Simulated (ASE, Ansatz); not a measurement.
## Convergence of a linear-scaling basis for twisted h-AlN/h-SiC alternating trilayer, 27.80° (78 atoms)

Aim: test how closely localised support functions follow the reference on twisted h-AlN/h-SiC alternating trilayer, 27.80° (78 atoms), and at what cost. A setting counts as converged where the r.m.s. difference of forces stays under 1 % of the r.m.s. force.

Main program and level: Ansatz 0.2.0; Kohn-Sham DFT, PBE+D3(BJ), PAW (set soft_2), plane waves.

## Step 1: The starting structure

The cell holds 78 atoms: 26 Al, 26 N, 13 Si and 13 C. Its edges and angles: a = 11.231 Å, b = 11.231 Å, c = 20.350 Å, α = 90.0°, β = 90.0°, γ = 120.0°. It derives from AlN and SiC. h-AlN (a = 3.13 Å) under h-SiC (a = 3.1 Å), alternating trilayer, commensurate cell of 13 unit cells a layer, twist 27.80 deg, both strained to the mean lattice constant; facing planes 3.16, 3.19 Å apart; 14 Å of vacuum; layers as built, displaced by a Gaussian of 0.01 Å. Regions: layer 1, 26 atoms (13 Al and 13 N); layer 2, 26 atoms (13 Si and 13 C); layer 3, 26 atoms (13 Al and 13 N). Vacuum lies along c.

Structure file:

```xyz
78
Lattice="11.2313 0.0000 0.0000 -5.6156 9.7266 0.0000 0.0000 0.0000 20.3500" Properties=species:S:1:pos:R:3
Al    0.4214    1.7597    6.9947
N     1.7270    0.5260    6.9976
Al   -0.4341    4.7341    6.9998
N     0.8553    3.5066    6.9882
Al   -1.2936    7.7125    6.9833
N     0.0188    6.4843    6.9896
Al    3.4630    1.0093    7.0024
N    -0.8629    9.4879    7.0000
Al    2.5963    3.9773    6.9978
N     3.8897    2.7311    6.9882
Al    1.7089    6.9764    7.0130
N     3.0164    5.7417    6.9963
Al    6.4769    0.2574    7.0305
N     2.1674    8.7163    7.0126
Al    5.6319    3.2442    6.9945
N     6.9170    2.0073    6.9976
Al    4.7638    6.2256    7.0016
N     6.0292    5.0029    6.9939
Al    3.8927    9.2184    7.0041
N     5.1868    8.0008    7.0020
Al    8.6354    2.4909    7.0083
N     9.9534    1.2505    7.0030
Al    7.7790    5.4815    6.9882
N    -2.1515    4.2426    7.0100
Al   -4.3409    8.4643    6.9939
N    -3.0400    7.2275    6.9912
Si    7.7694    0.9899   10.1540
C     7.3230    2.7373   10.1669
Si    5.6168    3.2560   10.1569
C     5.1911    4.9632   10.1610
Si    4.7629    0.2325   10.1728
C     4.3032    1.9859   10.1551
Si    3.4502    5.4766   10.1616
C     3.0217    7.2338   10.1673
Si    2.6123    2.4852   10.1512
C     2.1466    4.2318   10.1443
Si   -3.8866    9.2200   10.1536
C     1.2909    1.2495   10.1520
Si    1.2924    7.7220   10.1671
C     0.8791    9.4716   10.1626
Si    0.4313    4.7189   10.1711
C     0.0087    6.4903   10.1420
Si   -0.4357    1.7492   10.1583
C    -0.8781    3.4979   10.1640
Si    4.3041    8.4653   10.1620
C     9.5048    0.5016   10.1553
Si   -1.7208    6.9918   10.1485
C    -2.1669    8.7130   10.1660
Si    8.6384    3.9826   10.1740
C    -3.0497    5.7446   10.1689
Si    6.4801    6.2223   10.1679
C     6.0537    7.9849   10.1518
Al    0.4380    1.7487   13.3423
N     1.7264    0.5032   13.3453
Al   -0.4361    4.7527   13.3773
N     0.8592    3.4831   13.3524
Al   -1.2892    7.7125   13.3378
N    -0.0013    6.4891   13.3429
Al    3.4445    1.0057   13.3797
N    -0.8607    9.4706   13.3634
Al    2.5964    3.9968   13.3516
N     3.8928    2.7372   13.3518
Al    1.7298    6.9774   13.3472
N     3.0254    5.7420   13.3455
Al    6.4757    0.2638   13.3305
N     2.1670    8.7368   13.3510
Al    5.6225    3.2370   13.3506
N     6.9060    1.9913   13.3622
Al    4.7699    6.2266   13.3392
N     6.0555    4.9783   13.3543
Al    3.8844    9.2267   13.3439
N     5.1870    7.9861   13.3404
Al    8.6401    2.4948   13.3455
N     9.9371    1.2419   13.3333
Al    7.7930    5.4962   13.3303
N    -2.1609    4.2371   13.3500
Al   -4.3184    8.4843   13.3468
N    -3.0131    7.2291   13.3368
```

Limits known from the start: Beside vacuum, support functions can miss their usual error bounds without a warning. Only the Γ point is sampled, in a cell whose shortest periodic width is 10 Å.

## Step 2: Plane-wave single point

This run is the reference for what follows, at a cutoff of 420 eV.

The input, input.yaml:

```yaml
crystal:
  lattice:
    - [11.2313, 0.0, 0.0]
    - [-5.61565, 9.72659, 0.0]
    - [0.0, 0.0, 20.35]
  atoms:
    - { symbol: Al, position: [0.12798, 0.18092, 0.34372] }
    - { symbol: "N", position: [0.18081, 0.05408, 0.34386] }
    - { symbol: Al, position: [0.20471, 0.48672, 0.34397] }
    - { symbol: "N", position: [0.25641, 0.36052, 0.3434] }
    [... 68 atom lines left out ...]
    - { symbol: Al, position: [0.89753, 0.25649, 0.6558] }
    - { symbol: "N", position: [0.94861, 0.12768, 0.6552] }
    - { symbol: Al, position: [0.9764, 0.56507, 0.65505] }
    - { symbol: "N", position: [0.02541, 0.43562, 0.65602] }
    - { symbol: Al, position: [0.05164, 0.87228, 0.65586] }
    - { symbol: "N", position: [0.10334, 0.74323, 0.65537] }
kpoints:
  mp_grid: { grid: [1, 1, 1] }
hamiltonian:
  xc: pbe
  dispersion: d3bj
scf:
  occupations: { method: fixed }
output:
  forces: true
  populations: true
  dos:
    method: { smearing: { sigma: 0.08 } }
    de: 0.1
    projected:
      site_lists:
        Al: [Al]
        C: [C]
        "N": ["N"]
        Si: [Si]
        layer_1: [0, 1, 2, 3, 4, 5, 6, 7, 8, 9, 10, 11, 12, 13, 14, 15, 16, 17, 18, 19, 20, 21, 22, 23, 24, 25]
        layer_2: [26, 27, 28, 29, 30, 31, 32, 33, 34, 35, 36, 37, 38, 39, 40, 41, 42, 43, 44, 45, 46, 47, 48, 49, 50, 51]
        layer_3: [52, 53, 54, 55, 56, 57, 58, 59, 60, 61, 62, 63, 64, 65, 66, 67, 68, 69, 70, 71, 72, 73, 74, 75, 76, 77]
  eigenvalues: true
  write_density: true
  write_potential: true
  volumetric_format: npy
```

Launch:

```bash
$ ansatz run input.yaml --threads 8 --pin off --max-ram 15872MiB --backend cpu --events-out ev --progress --plain --runs-dir out
```

Numbers of over 12 decimals in the logs are rounded to 6 here.

Log:

```text
Engine: ansatz 0.2.0, aarch64-unknown-linux-gnu
Pseudopotentials: kind: paw
Pseudopotential: Al, paw, valence charge 3, recommended cutoff 420 eV (normal), Al.paw.azcp
Pseudopotential: N, paw, valence charge 5, recommended cutoff 420 eV (normal), N.paw.azcp
Pseudopotential: Si, paw, valence charge 4, recommended cutoff 420 eV (normal), Si.paw.azcp
Pseudopotential: C, paw, valence charge 4, recommended cutoff 420 eV (normal), C.paw.azcp
[... 5 lines on functional and potentials left out ...]
Crystal: 78 atoms, lattice volume = 2223.080 Å³
Basis set: ecut = 420 eV, 43467 PW (Γ), exchange–correlation on 160×160×288 points (8 copies of the dense FFT grid, shifted against one another)
Bands: 234, of which v1, the nominal top of the filled ones, is band 156 counted from 1 (155 counted from 0)
Symmetry: 1 space group operations
Space group: P1 (ITA 1), of the structure as read, at distance tolerance 1.3e-4 Å
k-points: 1
[... 9 lines on functional and potentials left out ...]
Initial density: superposition of atomic densities (neutral atoms: chi_scale 0, normalization atom), corrected by the library's trained network
Initial wavefunctions: pseudopotential atomic-orbital guess
Functional: x = pbe(κ = 0.804, μ = 0.219515), c = pbe(β = 0.066725)
SCF iter   1: F=—  HF=-35536.198754 eV  |F-HF|=—  |Δ(HF+E_count)|=         —  Δρ=2.05e-3  dr2=2.30e-1  ethr=1.77e-3  ⟨swp⟩=6.0  Hψ=1014  notcnv=0  defer=74
preconditioner: auto → Resta (q_TF=auto, 1.967 Å⁻¹)  ε∞=2.7  [insulator: Δε(μ)=1.654 eV  Ē_g=10.716 eV  n_scr=312 (ndim 8)  ℏωp=13.9 eV  f_vac=0.487  ε∞_Penn≈2.7  vacuum switching on, ρ_ref=8.3e-3 e/Å³]
SCF iter   2: F=—  HF=-35536.181714 eV  |F-HF|=—  |Δ(HF+E_count)|=   1.70e-2  Δρ=1.13e-3  dr2=3.29e-2  ethr=7.37e-5  ⟨swp⟩=2.0  Hψ=320  notcnv=0  defer=76
SCF iter   3: F=—  HF=-35536.192527 eV  |F-HF|=—  |Δ(HF+E_count)|=   1.08e-2  Δρ=5.27e-4  dr2=7.23e-3  ethr=1.05e-5  ⟨swp⟩=2.0  Hψ=289  notcnv=0  defer=76
SCF iter   4: F=—  HF=-35536.193331 eV  |F-HF|=—  |Δ(HF+E_count)|=   8.04e-4  Δρ=1.97e-4  dr2=1.00e-3  ethr=2.32e-6  ⟨swp⟩=2.0  Hψ=321  notcnv=0  defer=76
SCF iter   5: F=—  HF=-35536.193413 eV  |F-HF|=—  |Δ(HF+E_count)|=   8.18e-5  Δρ=5.10e-5  dr2=5.24e-5  ethr=3.22e-7  ⟨swp⟩=2.0  Hψ=318  notcnv=0  defer=75
SCF iter   6: F=—  HF=-35536.194415 eV  |F-HF|=—  |Δ(HF+E_count)|=   1.00e-3  Δρ=3.26e-5  dr2=2.59e-5  ethr=1.68e-8  ⟨swp⟩=2.0  Hψ=319  notcnv=0  defer=72
SCF iter   7: F=—  HF=-35536.194417 eV  |F-HF|=—  |Δ(HF+E_count)|=   1.60e-6  Δρ=6.02e-6  dr2=8.46e-7  ethr=8.29e-9  ⟨swp⟩=2.0  Hψ=309  notcnv=0  defer=72
SCF iter   8: F=—  HF=-35536.194417 eV  |F-HF|=—  |Δ(HF+E_count)|=   7.05e-7  Δρ=2.31e-6  dr2=1.23e-7  ethr=2.71e-10  ⟨swp⟩=2.0  Hψ=319  notcnv=0  defer=72
SCF iter   9: F=-35536.194418 eV  HF=-35536.194418 eV  |F-HF|=2.74e-9  |Δ(HF+E_count)|=   5.03e-8  Δρ=8.56e-7  dr2=1.68e-8  ethr=3.21e-11  ⟨swp⟩=33.0  Hψ=3073  notcnv=0
SCF 1 converged in 9 iterations: F = -35536.194418 eV  dr2 = 1.68e-8
  greatest PAW one-centre occupation: 0.793 electrons in one spin orbital (limit 2), on the N atom at site 19 (counted from 0), in its partial waves of l = 0
WARN: The output density's exchange-correlation potential varies sharply where the density is thin. Do not read a vacuum level from v_tot or v_xc, or from such a field of the output density. On a cell that repeats whose density bears no net charge and no dipole along the vacuum's axis use v_es (v_loc + v_h of the components); [...]
SCF converged after 9 iterations
Free energy (F): -35536.194418 eV
Harris-Foulkes:  -35536.194418 eV  (|F-HF|=2.74e-9)
Internal energy: -35536.194418 eV  (E = F + TS)
E sigma→0 (E₀):  -35536.194418 eV
Fermi energy:    0.081366 eV
--- Per-component energies (eV) ---
  E_band       = -1721.625928
  E_kinetic    = 5780.151670
  E_local      = -92658.111774  (includes V_loc(G=0)·N_el)
  E_nonlocal   = 2141.259627
  E_hartree    = 43940.780715
  E_xc         = -3957.068447
  E_vxc        = -4141.660562  (∫ρ·V_xc dr)
  E_paw        = -23432.209093  (= ΣΔE_a)
  E_vpaw       = -724.847567  (= ΣTr[D̂ρ^β])
  E_aug_tail   = 0.002649  (compensation charges beyond the density's cutoff)
  E_ewald      = 32663.123029
  E_disp       = -14.122794  (pairwise vdW)
  E_smearing   = -0.000000  (= −TS)
  E_closure    = 0.000000  (closes the sum)
  Σ components = -35536.194418   (vs F -35536.194418, Δ=0.00e0)
--- Forces (eV/Å), atoms counted from 1 ---
  atom   1  Al     0.52797261     0.10735013     0.16247537
  atom   2  N      0.08288205    -1.02054372    -0.20338549
  atom   3  Al     0.15488532     0.36020982     0.01477495
  atom   4  N      0.25851508    -0.25752717    -0.20643410
  atom   5  Al    -0.14824835     0.53310246     0.07790409
  atom   6  N     -0.93878778    -0.29581545    -0.46037363
  atom   7  Al    -0.28889826    -0.48241410     0.02304070
  atom   8  N     -0.06178534    -0.44371096    -0.03177597
  atom   9  Al    -0.14359596     0.36004482     0.24625907
  atom  10  N      0.30921042     0.74751896    -0.25164748
  atom  11  Al     0.82969160     0.22107746    -0.04252875
  atom  12  N      0.39227365    -0.31164972    -0.00417704
  atom  13  Al     0.32953724    -0.31123346     0.16432600
  atom  14  N     -0.29159181     0.35748802    -0.18342190
[...]
atom  77  Al     0.20618366    -0.19204336    -0.21838567
  atom  78  N     -0.22879960     0.32255208     0.25546533
  max |Σ_I F_I| component: 7.01e-6 eV/Å
--- Band table (eV) ---
  k-point 0: bands = ["-14.4403", "-14.3222", "-13.7938", "-13.6694", [... 218 levels ...], "6.5174", "6.5214", "6.5797", "6.5882", "6.5968", "6.6021", "6.6418", "6.6553", "6.7171", "6.7747", "6.8078", "6.8911"]
--- Löwdin populations: 78 sites ---
  site symbol       q [e]
     0     Al      1.8559
     1      N      6.0680
     2     Al      1.8489
[...]
77      N      6.0858
  spilling = 0.010382 (of n_electrons = 312.000000)
```

Run time: 10 s. Hardware: 8 threads of Arm Neoverse V2, shared host; peak memory 2.1 GiB.

In the SCF lines HF is the Harris–Foulkes energy and dr2 the Hartree energy of the density residual, in eV; the loop may stop once dr2 is under the threshold and the program's other checks hold. Hψ counts applications of the Hamiltonian.

The program notes that the exchange-correlation potential is rough where the density is thin.

Read from the output:

```
free energy                                      : -35536.1944 eV
free energy per atom                             : -455.5922 eV/atom
SCF cycles                                       : 9
r.m.s. force component                           : 0.3803 eV/Å
longest force                                    : 1.391 eV/Å
Fermi energy                                     : 0.08137 eV
gap (highest filled to lowest empty level) : 1.577 eV
potential in mid-vacuum, over the Fermi level    : 4.733 eV
potential 4.5 Å over the upper face              : 4.727 eV
potential 4.5 Å under the lower face             : 4.738 eV
spilling of the projection                       : 0.01038
```

Length of the force by element:

| element | coordination | atoms | mean length of the force (eV/Å) | spread | least | most |
| --- | --- | --- | --- | --- | --- | --- |
| Al | all | 26 | 0.538 | 0.253 | 0.169 | 1.30 |
| C | all | 13 | 0.748 | 0.334 | 0.367 | 1.39 |
| N | all | 26 | 0.590 | 0.262 | 0.0992 | 1.22 |
| Si | all | 13 | 0.546 | 0.308 | 0.116 | 1.16 |

Löwdin charges by element (they lack the spilled electrons, 0.042 e an atom on average):

| element | coordination | atoms | mean charge (e) | spread | least | most |
| --- | --- | --- | --- | --- | --- | --- |
| Al | all | 26 | 1.15 | 0.0039 | 1.14 | 1.15 |
| C | all | 13 | -0.965 | 0.0109 | -0.980 | -0.943 |
| N | all | 26 | -1.08 | 0.0056 | -1.09 | -1.07 |
| Si | all | 13 | 1.08 | 0.0123 | 1.06 | 1.10 |

By region:

| region | atoms | mean length of the force (eV/Å) |
| --- | --- | --- |
| layer 1 | 26 | 0.689 |
| layer 2 | 26 | 0.647 |
| layer 3 | 26 | 0.439 |

Density of states as counts of states in windows of 1 eV (from the Fermi level), total and the larger projections:

| from (eV) | to (eV) | total | N p | layer 2 | layer 3 | layer 1 | Al p | C p |
| --- | --- | --- | --- | --- | --- | --- | --- | --- |
| -10 | -9 | 0.0 | 0.0 | 0.0 | 0.0 | 0.0 | 0.0 | 0.0 |
| -9 | -8 | 2.9 | 0.0 | 2.8 | 0.0 | 0.0 | 0.0 | 1.4 |
| -8 | -7 | 9.1 | 0.0 | 9.0 | 0.1 | 0.1 | 0.0 | 4.6 |
| -7 | -6 | 0.0 | 0.0 | 0.0 | 0.0 | 0.0 | 0.0 | 0.0 |
| -6 | -5 | 36.8 | 16.1 | 12.7 | 12.0 | 12.0 | 3.0 | 6.9 |
| -5 | -4 | 26.2 | 7.4 | 15.0 | 5.6 | 5.4 | 1.2 | 8.4 |
| -4 | -3 | 33.7 | 16.3 | 10.8 | 11.2 | 11.4 | 3.5 | 6.7 |
| -3 | -2 | 45.7 | 29.8 | 7.1 | 19.7 | 18.7 | 7.2 | 4.9 |
| -2 | -1 | 55.8 | 36.0 | 13.3 | 20.4 | 21.2 | 5.2 | 10.1 |
| -1 | 0 | 23.2 | 15.3 | 6.2 | 8.1 | 8.2 | 1.0 | 5.2 |
| 0 | 1 | 0.6 | 0.3 | 0.3 | 0.1 | 0.2 | 0.0 | 0.2 |
| 1 | 2 | 6.2 | 0.4 | 4.4 | 0.7 | 0.7 | 0.8 | 0.8 |
| 2 | 3 | 7.9 | 0.6 | 4.9 | 1.2 | 1.2 | 0.4 | 0.7 |
| 3 | 4 | 13.6 | 1.0 | 4.2 | 3.3 | 3.2 | 2.2 | 0.9 |
| 4 | 5 | 51.8 | 4.4 | 17.2 | 12.8 | 12.7 | 16.7 | 6.1 |

The curve was stored every 0.10 eV, coarse against its broadening of 0.08 eV, so these counts are rough.

With fixed occupations the program's Fermi level is the highest filled level; weight inside the gap is the broadening of levels at its edges.

Between -15 and -10 eV lie 78 more states.

The levels nearest the highest filled one (over half full), pooled over k-points and spins:

| level less the highest filled one (eV) | occupation |
| --- | --- |
| -0.812 | 2 |
| -0.594 | 2 |
| -0.581 | 2 |
| -0.226 | 2 |
| -0.183 | 2 |
| 0 | 2 |
| 1.58 | 0 |
| 1.82 | 0 |
| 1.86 | 0 |
| 2.10 | 0 |
| 2.27 | 0 |
| 2.30 | 0 |

Planar average of the electrostatic potential energy along the normal, with the Fermi level as zero, after a running mean with a triangular window 4 Å wide at its base:

| height (Å) | potential energy (eV) |
| --- | --- |
| 0.0 | 4.73 |
| 0.6 | 4.73 |
| 1.1 | 4.74 |
| 1.7 | 4.74 |
| 2.3 | 4.74 |
| 2.8 | 4.74 |
| 3.5 | 4.71 |
| 4.1 | 4.59 |
| 4.7 | 4.04 |
| 5.2 | 2.50 |
| 5.8 | 0.12 |
| 6.4 | -2.29 |
| 6.9 | -3.66 |
| 7.5 | -3.11 |
| 8.1 | -2.05 |
| 8.6 | -2.38 |
| 9.2 | -4.12 |
| 9.8 | -6.49 |
| 10.5 | -6.84 |
| 11.0 | -4.54 |
| 11.6 | -2.53 |
| 12.2 | -1.87 |
| 12.7 | -2.77 |
| 13.3 | -3.70 |
| 13.8 | -2.80 |
| 14.4 | -0.52 |
| 15.0 | 1.94 |
| 15.5 | 3.75 |
| 16.1 | 4.50 |
| 16.7 | 4.68 |
| 17.4 | 4.72 |
| 17.9 | 4.73 |
| 18.5 | 4.73 |
| 19.1 | 4.73 |
| 19.6 | 4.73 |
| 20.2 | 4.73 |

Electrostatic potential energy in the ca plane at fractional y = 0.024, with atoms of Al and Si within 0.2 Å of it. With pseudopotentials it is smooth inside the atoms' cores, unlike the true potential.

Ten even steps from '0' (-24 eV) to '9' (5 eV), each cell a mean:
```
99999999989999999889999999899999999999999999
99999998777899998668999987778999999999999999
99999987534789995003899975346899999999999999
99999986434689984002899874335899999999999999
99999987656789997436899986557899999999999999
99999999888999987556899998888999999999999999
99999999989999975214789999899999999999999999
99999998766789986325789987667899999999999999
99999985333478987436899853333789999999999999
99999873465268996004899733652589999999999999
99999974343368997326899742443689999999999999
99999997545789986335789985446899999999999999
99999999524899861000489997338999999999999999
99999998201899850000379995006999999999999999
99999998535899862001589997347999999999999999
99999987544789987556899985446899999999999999
99999987434689999888999875335799999999999999
99999998767899998888999987667899999999999999
99999999635899987556899997348999999999999999
99999997000799975104789992004999999999999999
99999998201899985225799993006999999999999999
99999999878999987667899998779999999999999999
99999999999999999888999999999999999999999999
99999999999999999889999999999999999999999999
```
Columns run along c (16.0 Å, from fractional 0.18 to 0.97 of the cell; values clipped at the 3rd and 97th percentile), rows up along a (11.2 Å). Atoms in or near the plane, at fractional coordinates: Al at (0.35, 0.59), Si at (0.50, 0.44), Al at (0.66, 0.59).

Valence density in the ca plane at fractional y = 0.024, with atoms of Al and Si within 0.2 Å of it. It is the smooth field of the valence electrons, not physical close to the nuclei.

Values in e/Å³, 13 rows by 16 columns, each cell a mean:
```
0.0 0.0 0.0 0.0 0.2 0.2 0.1 0.2 0.3 0.1 0.1 0.2 0.1 0.0 0.0 0.0
0.0 0.0 0.0 0.0 0.3 0.3 0.1 0.7 1.2 0.1 0.2 0.4 0.1 0.0 0.0 0.0
0.0 0.0 0.0 0.0 0.1 0.1 0.1 0.5 0.8 0.1 0.1 0.2 0.1 0.0 0.0 0.0
0.0 0.0 0.0 0.0 0.1 0.1 0.1 0.2 0.3 0.1 0.1 0.2 0.1 0.0 0.0 0.0
0.0 0.0 0.0 0.0 0.1 0.1 0.1 0.5 0.8 0.1 0.1 0.2 0.1 0.0 0.0 0.0
0.0 0.0 0.0 0.0 0.1 0.1 0.1 0.6 0.9 0.1 0.1 0.1 0.1 0.0 0.0 0.0
0.0 0.0 0.0 0.0 0.6 0.7 0.1 0.3 0.5 0.1 0.3 0.9 0.1 0.0 0.0 0.0
0.0 0.0 0.0 0.1 1.0 1.2 0.1 0.2 0.2 0.1 0.5 1.5 0.2 0.0 0.0 0.0
0.0 0.0 0.0 0.0 0.3 0.3 0.1 0.2 0.3 0.1 0.2 0.3 0.1 0.0 0.0 0.0
0.0 0.0 0.0 0.0 0.3 0.3 0.1 0.1 0.2 0.1 0.2 0.4 0.1 0.0 0.0 0.0
0.0 0.0 0.0 0.1 1.3 1.6 0.1 0.3 0.4 0.1 0.7 2.2 0.2 0.0 0.0 0.0
0.0 0.0 0.0 0.0 0.6 0.8 0.1 0.3 0.5 0.1 0.4 1.0 0.1 0.0 0.0 0.0
0.0 0.0 0.0 0.0 0.1 0.1 0.0 0.1 0.1 0.0 0.1 0.1 0.0 0.0 0.0 0.0
```
Columns run along c (16.0 Å, from fractional 0.11 to 0.89 of the cell), rows up along a (11.2 Å). Atoms in or near the plane, at fractional coordinates: Al at (0.35, 0.59), Si at (0.50, 0.44), Al at (0.66, 0.59).

Mean Löwdin charges: Al +1.15, C -0.96, N -1.08, Si +1.08 e (they miss 1.0 % of the electrons, so they add up to more than the cell's charge). The potential stands 4.73 eV above the highest filled level over the upper face and 4.74 eV under the lower one, a reading of the ionisation potential at this level on the run's k-points.

[end of part 1 of 2]

[Logs are printed without paths, hosts, clocks, repeated set-up lines and the standing remarks that a program may print on its own settings, such as how far it seeks lower states.]

[Hosts, paths, dates, database ids (printed as entryN), source tags and the programs' standing remarks are cut or masked in the printed files.]
